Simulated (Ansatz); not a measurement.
# H-terminated Si(111) with 3 oxygen atoms in back bonds of a 2×2 cell: bands and core levels, part 2 of 2

Aim: core-level components, unfolded bands and work function of H-terminated Si(111) with 3 oxygen atoms in back bonds of a 2×2 cell.

Ansatz 0.2.0; DFT, PBE, plane-wave PAW, default files, scalar-relativistic.

So far: The starting structure; Bands by layer.

### Step 2. Bands by layer (continued)

The intensity has structure finer than the step of the table below, so its rows give means over 1 eV, whole bins alone (the curve runs from -22.6 to 1.47 eV). Peaks (eV: height): Si K-beta -2.2: 99.9; Si K-beta, E along x -2.1: 101; Si K-beta, E along y -2.1: 101; Si K-beta, E along z -2.4: 104; Si L2,3 -9.1: 99.6, -8.3: 67.7, -7.2: 56.8, -6.4: 56.6.

Shapes are the site's partial DOS without matrix elements, which overweights lines from ligand s bands. Intensity against emission energy less the core level's binding energy, zero at the valence-band maximum; means over each step; 7 of 9 lines; values in % of the unpolarised maximum:

| emission energy less the core level's binding energy (eV) | Si K-beta | Si K-beta, E along x | Si K-beta, E along y | Si K-beta, E along z | Si L2,3 | O K | O K, E along x |
| --- | --- | --- | --- | --- | --- | --- | --- |
| -22 | 0.513 | 0.404 | 0.404 | 0.733 | 0.557 | 0.151 | 0.169 |
| -21 | 1.45 | 1.01 | 1.01 | 2.34 | 3.42 | 0.531 | 0.676 |
| -20 | 2.81 | 2.65 | 2.65 | 3.13 | 3.05 | 0.544 | 0.472 |
| -19 | 1.67 | 1.67 | 1.67 | 1.67 | 1.12 | 0.280 | 0.213 |
| -18 | 0.616 | 0.605 | 0.605 | 0.638 | 0.390 | 0.171 | 0.155 |
| -17 | 0.466 | 0.458 | 0.458 | 0.481 | 0.346 | 0.182 | 0.169 |
| -16 | 0.473 | 0.469 | 0.469 | 0.481 | 0.401 | 0.220 | 0.204 |
| -15 | 0.549 | 0.548 | 0.548 | 0.550 | 0.534 | 0.288 | 0.264 |
| -14 | 0.701 | 0.706 | 0.706 | 0.691 | 0.809 | 0.409 | 0.371 |
| -13 | 1.01 | 1.02 | 1.02 | 0.974 | 1.50 | 0.676 | 0.607 |
| -12 | 1.92 | 1.96 | 1.96 | 1.83 | 6.06 | 1.86 | 1.65 |
| -11 | 5.65 | 5.91 | 5.91 | 5.13 | 38.1 | 10.2 | 9.02 |
| -10 | 12.0 | 12.9 | 12.9 | 10.3 | 68.0 | 16.7 | 14.2 |
| -9 | 16.1 | 17.6 | 17.6 | 13.0 | 78.6 | 17.3 | 14.1 |
| -8 | 16.2 | 17.8 | 17.8 | 12.8 | 49.5 | 17.0 | 13.5 |
| -7 | 24.1 | 22.0 | 22.0 | 28.4 | 49.4 | 26.7 | 21.4 |
| -6 | 31.2 | 26.7 | 26.7 | 40.3 | 46.5 | 32.4 | 33.6 |
| -5 | 32.0 | 28.2 | 28.2 | 39.8 | 24.9 | 48.5 | 55.7 |
| -4 | 58.5 | 54.1 | 54.1 | 67.3 | 18.8 | 79.2 | 73.5 |
| -3 | 79.1 | 76.3 | 76.3 | 84.7 | 14.8 | 46.3 | 54.8 |
| -2 | 92.0 | 94.1 | 94.1 | 87.7 | 11.8 | 18.1 | 21.4 |
| -1 | 69.3 | 75.0 | 75.0 | 57.9 | 5.77 | 19.5 | 27.3 |
| 0 | 25.5 | 30.6 | 30.6 | 15.4 | 1.25 | 6.77 | 9.62 |

Window up to 5.2 eV. Shell moments, by row:

| element | shell | occupied states an atom | centre of occupied part (eV) | rms width of occupied part (eV) | centre up to the window's top (eV) | rms width up to the window's top (eV) |
| --- | --- | --- | --- | --- | --- | --- |
| H | 1s | 1.046 | -4.742 | 2.345 | -2.422 | 4.344 |
| O | 2s | 1.635 | -18.59 | 4.453 | -17.06 | 7.111 |
| O | 2p | 5.136 | -5.144 | 2.715 | -4.826 | 3.102 |
| Si | 3s | 1.15 | -7.999 | 3.006 | -4.955 | 5.657 |
| Si | 3p | 2.67 | -3.854 | 3.178 | -1.173 | 4.419 |

Shapes are the site's partial DOS without matrix elements, which overweights lines from ligand s bands. Emission peaks, by row, the first 40 of 54 rows:

| line | energy (eV) | height (%) |
| --- | --- | --- |
| Si K-beta | -9.101 | 17.11 |
| Si K-beta | -6.051 | 31.94 |
| Si K-beta | -3.451 | 75.93 |
| Si K-beta | -2.251 | 100 |
| Si K-beta, E along x | -9.151 | 18.82 |
| Si K-beta, E along x | -7.201 | 22.03 |
| Si K-beta, E along x | -6.051 | 27.64 |
| Si K-beta, E along x | -2.151 | 101 |
| Si K-beta, E along y | -9.151 | 18.82 |
| Si K-beta, E along y | -7.201 | 22.03 |
| Si K-beta, E along y | -6.051 | 27.64 |
| Si K-beta, E along y | -2.151 | 101 |
| Si K-beta, E along z | -9.051 | 13.76 |
| Si K-beta, E along z | -6.401 | 42.34 |
| Si K-beta, E along z | -5.151 | 39.88 |
| Si K-beta, E along z | -3.601 | 85.6 |
| Si K-beta, E along z | -2.401 | 104.1 |
| Si L2,3 | -9.101 | 100 |
| Si L2,3 | -8.301 | 68.26 |
| Si L2,3 | -7.201 | 57.14 |
| Si L2,3 | -6.451 | 56.87 |
| Si L2,3 | -4.251 | 19.54 |
| Si L2,3 | -3.501 | 22.24 |
| Si L2,3 | -2.301 | 15.2 |
| Si L2,3 | -1.701 | 11.3 |
| O K | -10.6 | 15.62 |
| O K | -9.351 | 20.63 |
| O K | -7.451 | 30.75 |
| O K | -5.301 | 57.08 |
| O K | -3.951 | 100 |
| O K | -1.451 | 18.36 |
| O K | -0.7006 | 25.48 |
| O K, E along x | -9.201 | 16.71 |
| O K, E along x | -7.201 | 23.1 |
| O K, E along x | -5.301 | 71.8 |
| O K, E along x | -4.451 | 59.25 |
| O K, E along x | -3.951 | 86.2 |
| O K, E along x | -3.401 | 79.99 |
| O K, E along x | -1.401 | 23.8 |
| O K, E along x | -0.7006 | 37.41 |

Table of broadened DOS, unweighted empty DOS by E, zero at the valence-band maximum; read off at these points:

| E (eV) | broadened DOS, unweighted empty DOS (states/eV/cell) |
| --- | --- |
| -0.93 | 0 |
| -0.63 | 0 |
| -0.43 | 0 |
| -0.13 | 0 |
| -0.03 | 9.7e-5 |
| 0.07 | 4.5e-4 |
| 0.37 | 0.0201 |
| 0.67 | 0.316 |
| 0.87 | 1.15 |
| 1.17 | 3.74 |
| 1.47 | 6.03 |
| 1.67 | 7.08 |
| 1.97 | 9.39 |
| 2.17 | 11.2 |
| 2.47 | 12.8 |
| 2.77 | 15.7 |
| 2.97 | 17.6 |
| 3.27 | 17.5 |
| 3.57 | 17.6 |
| 3.77 | 18.4 |
| 4.07 | 21.4 |
| 4.27 | 24.2 |
| 4.57 | 25.3 |

The spectra weight each projected shell by its atomic cross section (Dirac–Hartree–Slater) and angular factor, for linear light with the analyser at 30° from the polarisation. Broadening, on top of any smearing of the DOS itself: a Gaussian of 0.6 eV and a Lorentzian of 0.2 eV plus 0.03 times the binding energy (full widths), Fermi edge at 77 K. Each atom is damped by exp[−depth/(λ cos θ)], θ = 60° from the normal, λ from the universal curve. Curves are cut 10 eV under the photon energy, above any shell that the free atom's threshold puts out of reach, or at the lower edge of the window: 11.2 eV at 21.2 eV, 22.7 eV at 100 eV, 22.7 eV at 1486.7 eV and 22.7 eV at 5414.7 eV. Dipole terms alone, which is rough above 3 keV; no background, satellites or final-state effects.

How the area divides among the shells (%):

| shell | 21.2 eV | 100 eV | 1486.7 eV | 5414.7 eV |
| --- | --- | --- | --- | --- |
| H 1s | 22.6 | 1.3 | 0.1 | 0.0 |
| O 2s | 0.0 | 19.3 | 26.7 | 19.5 |
| O 2p | 67.8 | 57.4 | 3.3 | 0.6 |
| Si 3s | 3.5 | 7.7 | 54.8 | 75.0 |
| Si 3p | 6.2 | 14.3 | 15.1 | 4.9 |

Regions along c: top from 15.1 to 22.4 Å, middle from 9.7 to 15.1 Å, bottom from 3.0 to 9.7 Å. The top region's edge passes close to a layer, so the weights are only a guide.

The largest force component on a free atom is 0.017 eV/Å, so the atoms are at rest for these settings too.

### Step 3. Core holes

XPS shifts tell sites apart. Each chosen atom gets a core hole in a self-consistent pass of its own.

input.yaml

```yaml
crystal:
  lattice:
    - [7.6791796437, 0.0, 0.0]
    - [3.8395898218, 6.6503646517, 0.0]
    - [0.0, 0.0, 24.7837769138]
  atoms:
    - { symbol: H, position: [0.0, 0.0, 0.7425732406] }
    - { symbol: H, position: [0.4890101088, 0.0219797824, 0.6825574827] }
    - { symbol: H, position: [0.0219797824, 0.4890101088, 0.6825574827] }
    - { symbol: H, position: [0.4890101088, 0.4890101088, 0.6825574827] }
    - { symbol: Si_h, position: [0.0, 0.0, 0.6831088325] }
    - { symbol: O, position: [0.8885241368, 0.2229517264, 0.6579249871] }
    - { symbol: O, position: [0.8885241368, 0.8885241368, 0.6579249871] }
    - { symbol: O_h, position: [0.2229517264, 0.8885241368, 0.6579249871] }
    - { symbol: Si, position: [0.4944041154, 0.0111917692, 0.6221417328] }
    - { symbol: Si, position: [0.0111917692, 0.4944041154, 0.6221417328] }
    - { symbol: Si_h, position: [0.4944041154, 0.4944041154, 0.6221417328] }
    - { symbol: Si_h, position: [0.8250182955, 0.349963409, 0.599403937] }
    - { symbol: Si, position: [0.3333333333, 0.3333333333, 0.5877055722] }
    - { symbol: Si, position: [0.8250182955, 0.8250182955, 0.599403937] }
    - { symbol: Si, position: [0.349963409, 0.8250182955, 0.599403937] }
    - { symbol: Si, position: [0.838473632, 0.3230527359, 0.5024622217] }
    - { symbol: Si, position: [0.3333333333, 0.3333333333, 0.4948936811] }
    - { symbol: Si, position: [0.838473632, 0.838473632, 0.5024622217] }
    - { symbol: Si, position: [0.3230527359, 0.838473632, 0.5024622217] }
    - { symbol: Si_h, position: [0.1654037751, 0.1654037751, 0.4670663698] }
    - { symbol: Si, position: [0.6691924499, 0.1654037751, 0.4670663698] }
    - { symbol: Si, position: [0.1654037751, 0.6691924499, 0.4670663698] }
    - { symbol: Si, position: [0.6666666667, 0.6666666667, 0.4726268386] }
    - { symbol: Si, position: [0.1666666667, 0.1666666667, 0.37297596] }
    - { symbol: Si, position: [0.6666666667, 0.1666666667, 0.37297596] }
    - { symbol: Si, position: [0.1666666667, 0.6666666667, 0.37297596] }
    - { symbol: Si, position: [0.6666666667, 0.6666666667, 0.37297596] }
    - { symbol: Si, position: [0.0, 0.0, 0.34135233] }
    - { symbol: Si, position: [0.5, 0.0, 0.34135233] }
    - { symbol: Si, position: [0.0, 0.5, 0.34135233] }
    - { symbol: Si, position: [0.5, 0.5, 0.34135233] }
    - { symbol: H, position: [0.0, 0.0, 0.282442826] }
    - { symbol: H, position: [0.5, 0.0, 0.282442826] }
    - { symbol: H, position: [0.0, 0.5, 0.282442826] }
    - { symbol: H, position: [0.5, 0.5, 0.282442826] }
kpoints:
  mp_grid: { grid: [3, 3, 1] }
scf:
  occupations: { method: fermi_dirac, width: 0.02 }
  n_extra_bands: 25
hamiltonian:
  xc: pbe
  pseudopotentials: { kind: paw }
output:
  forces: true
  write_potential: true
  volumetric_format: []
  core_levels:
    shells: { Si_h: "2p", O_h: "1s" }
    counted_from: conduction_bottom
    add_spin: false
efield:
  axis: 3
  dipole_correction: true
```

Run with:

```
> ansatz run input.yaml --threads 4 --pin off --max-ram 8192MiB --backend cpu --events-out ev --progress --plain --runs-dir out
```

Wall time 2.2 min (4 threads of Intel Xeon at 2.80GHz (Skylake/Cascade Lake), shared host); peak memory 2.6 GiB; 8.1 min of CPU time.

This step gave:

```yaml
symmetry_operations: 1
```

Levels are total-energy differences with one electron taken from the core. The electron stays in the lowest empty state, so these are excitation energies, not binding energies. The hole's nearest image is 7.7 Å away, and the holes carry no spin, so absolute levels are rough.

| atom | region | shell | level (eV) | shift (eV) | potential at nucleus, shift (V) | j lines (eV) | doubts |
| --- | --- | --- | --- | --- | --- | --- | --- |
| Si5 | layer 1 | 2p | 101.95 | +2.08 | +1.05 | 102.36 / 101.74 | - |
| O8 | adsorbate | 1s | 530.68 | - | +0.00 | - | - |
| Si11 | layer 1 | 2p | 99.51 | -0.35 | -0.75 | 99.92 / 99.31 | - |
| Si12 | layer 2 | 2p | 100.19 | +0.32 | +0.54 | 100.59 / 99.98 | - |
| Si20 | middle | 2p | 99.86 | +0.00 | +0.00 | 100.27 / 99.66 | - |

Levels of p, d and f shells are means over their two j lines, weighted by degeneracy; the splitting comes from the atom's own solve. Shifts count from the last listed atom of each element. With the electron kept in the cell, its attraction to the hole differs by site and enters these shifts. A higher potential at the nucleus binds core electrons more tightly, so that column is a rough initial-state shift.

The Si 2p lines of the listed atoms alone (other atoms of the cell aren't counted), as Gaussians 0.8 eV wide, no depth weighting. The intensity by Si 2p level; read off at these points:

| Si 2p level (eV) | intensity (%) |
| --- | --- |
| 98.00 | 0.0219 |
| 98.20 | 0.179 |
| 98.40 | 1.04 |
| 98.60 | 4.34 |
| 98.80 | 13.2 |
| 99.00 | 29.8 |
| 99.20 | 52.2 |
| 99.40 | 74.7 |
| 99.60 | 92.0 |
| 99.80 | 99.9 |
| 99.83 | 100.0 |
| 100.00 | 94.9 |
| 100.20 | 78.7 |
| 100.40 | 58.0 |
| 100.60 | 38.8 |
| 100.80 | 23.4 |
| 101.00 | 14.1 |
| 101.20 | 13.9 |
| 101.40 | 22.6 |
| 101.60 | 33.9 |
| 101.80 | 39.5 |
| 101.83 | 39.5 |
| 102.00 | 36.8 |
| 102.20 | 30.3 |
| 102.40 | 23.0 |
| 102.60 | 15.2 |
| 102.80 | 7.83 |
| 103.00 | 2.98 |
| 103.20 | 0.816 |
| 103.40 | 0.159 |
| 103.60 | 0.0220 |
| 103.80 | 0.00215 |

### Step 4. Without the dipole correction

Leaving out the dipole correction shows the spurious field between unlike faces.

input.yaml, as its differences from that of step 3:

```diff
@@ -10,10 +10,10 @@
     - { symbol: H, position: [0.4890101088, 0.4890101088, 0.6825574827] }
-    - { symbol: Si_h, position: [0.0, 0.0, 0.6831088325] }
+    - { symbol: Si, position: [0.0, 0.0, 0.6831088325] }
     - { symbol: O, position: [0.8885241368, 0.2229517264, 0.6579249871] }
     - { symbol: O, position: [0.8885241368, 0.8885241368, 0.6579249871] }
-    - { symbol: O_h, position: [0.2229517264, 0.8885241368, 0.6579249871] }
+    - { symbol: O, position: [0.2229517264, 0.8885241368, 0.6579249871] }
     - { symbol: Si, position: [0.4944041154, 0.0111917692, 0.6221417328] }
     - { symbol: Si, position: [0.0111917692, 0.4944041154, 0.6221417328] }
-    - { symbol: Si_h, position: [0.4944041154, 0.4944041154, 0.6221417328] }
-    - { symbol: Si_h, position: [0.8250182955, 0.349963409, 0.599403937] }
+    - { symbol: Si, position: [0.4944041154, 0.4944041154, 0.6221417328] }
+    - { symbol: Si, position: [0.8250182955, 0.349963409, 0.599403937] }
     - { symbol: Si, position: [0.3333333333, 0.3333333333, 0.5877055722] }
@@ -25,3 +25,3 @@
     - { symbol: Si, position: [0.3230527359, 0.838473632, 0.5024622217] }
-    - { symbol: Si_h, position: [0.1654037751, 0.1654037751, 0.4670663698] }
+    - { symbol: Si, position: [0.1654037751, 0.1654037751, 0.4670663698] }
     - { symbol: Si, position: [0.6691924499, 0.1654037751, 0.4670663698] }
@@ -45,3 +45,3 @@
   occupations: { method: fermi_dirac, width: 0.02 }
-  n_extra_bands: 25
+  n_extra_bands: 38
 hamiltonian:
@@ -53,8 +53,13 @@
   volumetric_format: []
-  core_levels:
-    shells: { Si_h: "2p", O_h: "1s" }
-    counted_from: conduction_bottom
-    add_spin: false
-efield:
-  axis: 3
-  dipole_correction: true
+  dos:
+    projected:
+      site_lists:
+        adsorbate: [0, 5, 6, 7, 1, 2, 3]
+        layer_1: [4, 8, 9, 10]
+        layer_2: [11, 12, 13, 14]
+        layer_3: [15, 16, 17, 18]
+        middle: [19, 20, 21, 22]
+        other_layers: [23, 24, 25, 26, 27, 28, 29, 30, 31, 32, 33, 34]
+    de: 0.05
+    e_range: [-30, 12]
+    method: { smearing: { sigma: 0.12, scheme: gaussian } }
```

It took 13 s on 4 threads; peak memory 2 GiB.

Residual by cycle:

cycle, log10 residual and a bar from the least value:
```
        1       -0.3 ##############################
        2       -1.3 ##########################
        3       -2.3 ######################
        4       -2.5 #####################
        5       -3.6 ################
        6       -4.6 ############
        7       -5.3 #########
        8       -6.5 ####
        9       -7.5
```

The run finished; it serves as a test, and its numbers are not taken as the result.

### Step 5. Results

```yaml
ionisation_potential: 5.02 eV (upper face; lower face 4.77 eV)
electron_affinity_kohn_sham: 3.93 eV (slab's lowest empty level against the upper vacuum)
si_core_shifts_among_the_listed_atoms_from_the_last_listed_one: -0.35 to +2.08 eV
```

**Reading.** The valence top of H-terminated Si(111) with 3 oxygen atoms in back bonds of a 2×2 cell lies 5.02 eV (upper face; lower face 4.77 eV) below the vacuum and the lowest empty level 3.93 eV below the vacuum of the upper face. Only the strongest levels a point were stored, too few to count surface states. The upper face's value lies 0.25 eV above that of the hydrogen-covered lower face; the difference is the dipole step of the groups. Core shifts: Si -0.35 to +2.08 eV. Among the sites run, the most bound Si 2p level is that of Si5 (layer 1), bonded to 3 O and 1 H; the least bound, 2.44 eV shallower, that of Si11 (layer 1), bonded to 3 Si and 1 H. That is the order that electronegative neighbours give as a rule, though screening of the hole enters too. These are excitation energies with the electron kept in the cell, so its attraction to the hole, which differs by site, enters the order. At 21.2 eV the valence spectrum has its highest listed peaks within 10.8 eV at 1.2 eV (O 2p), 3.9 eV (O 2p), 5.3 eV (O 2p) and 7.3 eV (O 2p). At 1486.7 eV the valence spectrum has its highest listed peaks within 13 eV at 2.4 eV (Si 3p), 3.7 eV (mixed, Si 3s leading), 6.4 eV (Si 3s), 7.4 eV (Si 3s) and 9.3 eV (Si 3s), and the deeper O 2s line at 19.8 eV is higher still. The shell named is the one with most of the intensity, cross sections included, not always the one with most states there. In the main run, from 1486.7 eV towards hard X-rays the Si 3s share grows by 20 points, as its cross section falls more slowly with photon energy than those of the shells it gains on. The spectra rest on a 3×3×1 mesh, so closely spaced maxima can be ripples of the mesh. The slab's own atoms span 8.5 Å, so bulk bands appear as a few quantum-well levels, and states of the two faces can mix. The affinity uses the Kohn–Sham gap, which is too small, so the true affinity is lower and the true ionisation potential usually higher.

[Logs are printed without paths, hosts, clocks, repeated set-up lines and the standing remarks that a program may print on its own settings, such as how far it seeks lower states.]

[Hosts, paths, dates, database ids (printed as entryN), source tags and the programs' standing remarks are cut or masked in the printed files.]

[Maps of the electrostatic potential energy from Ansatz leave out the sawtooth potential of an applied field or a dipole correction, so their vacuum need not be flat; work functions include it.]
